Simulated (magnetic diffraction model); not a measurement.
## Magnetic neutron pattern of SrCr2PbO6

Space group Pmmm (no. 47), a = 3.7990 Å, b = 3.9070 Å, c = 7.7590 Å.

| site | atom | x | y | z |
| --- | --- | --- | --- | --- |
| 1d | Pb | 1/2 | 0 | 1/2 |
| 1b | Sr | 1/2 | 0 | 0 |
| 2r | Cr | 0 | 1/2 | 0.2606 |
| 1e | O | 0 | 1/2 | 0 |
| 1g | O | 0 | 1/2 | 1/2 |
| 2t | O | 1/2 | 1/2 | 3/4 |
| 2q | O | 0 | 0 | 0.7578 |

This is a made-up structure (elements placed in a structure type, unrelaxed), so the numbers test the method and describe no known phase.

Only Cr is taken to order (form factors of Cr4+); orders and moment sizes are assumed, and not adapted to the symmetry. Radiation: neutrons of λ = 2.567 Å, 2° to 100°; isotropic B of 0.4 Å² (Pb), 0.48 Å² (Sr), 0.65 Å² (Cr) and 0.66 Å² (O). The intensities are simulated: I ∝ L Σ (|F_N|² + |F_M⊥|²) for unpolarised neutrons, with F_M = 2.695 fm/μB × Σ f(s) S exp(2πi Q·r) exp(−B s²) at Q = H ± k (one set where k and −k are equivalent), only the part normal to Q counting and L = 1/(sin²θ cos θ). For a modulated order the moment at position r is S exp(−2πi k·r) + c.c., with S = m/2 for a sine wave of amplitude m and S = m(u + iv)/2 for moments turning in a plane, u and v being orthogonal unit vectors in it; the phase factor of the sum at Q = H + k is then exp(2πi H·r). Form factors are spin-only for 3d ions and dipole or tabulated for f ions, scattering lengths are Sears's of 1992, and absorption is left out. A label names one of the reflections at its angle. The strongest nuclear line in the range is 100, and lines under 0.2 are left out.

Assume the order k = (0 0 1/5), a sine wave with moments along [001] (amplitudes given), 1.59 μB on Cr; signs + at (0, 1/2, 0.2606), − at (0, 1/2, 0.7394).

Q: Where does magnetic intensity appear, and how strong is it?

| 2θ (°) | index | nuclear | magnetic |
| --- | --- | --- | --- |
| 19.04 | (0 0 1) | 0.7 | 0.0 |
| 38.36 | (0 1 0) | 0.2 | 0.0 |
| 41.48 | (0 1 4/5) | 0.0 | 0.7 |
| 42.55 | (1 0 4/5) | 0.0 | 0.7 |
| 44.19 | (1 0 1) | 0.3 | 0.0 |
| 45.14 | (0 1 6/5) | 0.0 | 0.5 |
| 46.14 | (1 0 6/5) | 0.0 | 0.5 |
| 55.58 | (0 1 2) | 5.5 | 0.0 |
| 56.23 | (1 1 0) | 5.4 | 0.0 |
| 56.44 | (1 0 2) | 5.3 | 0.0 |
| 58.61 | (1 1 4/5) | 0.0 | 0.6 |
| 59.92 | (1 1 1) | 0.8 | 0.0 |
| 61.51 | (1 1 6/5) | 0.0 | 0.5 |
| 70.31 | (1 1 2) | 100.0 | 0.0 |
| 73.05 | (0 1 3) | 0.8 | 0.0 |
| 82.15 | (0 2 0) | 36.1 | 0.0 |
| 82.86 | (0 0 4) | 35.2 | 0.0 |
| 85.02 | (2 0 0) | 34.8 | 0.0 |
| 98.42 | (1 2 1) | 0.2 | 0.0 |

The strongest magnetic line in the range is (0 1 4/5) at 41.48° (0.7). On top of the Lorentz factor, which all lines share, magnetic lines fade with angle because f falls: for Cr4+ it is 0.91, 0.70, 0.47 and 0.14 at sin θ/λ = 0.1, 0.2, 0.3 and 0.5 Å⁻¹, while nuclear lengths stay constant. The order has no net moment.
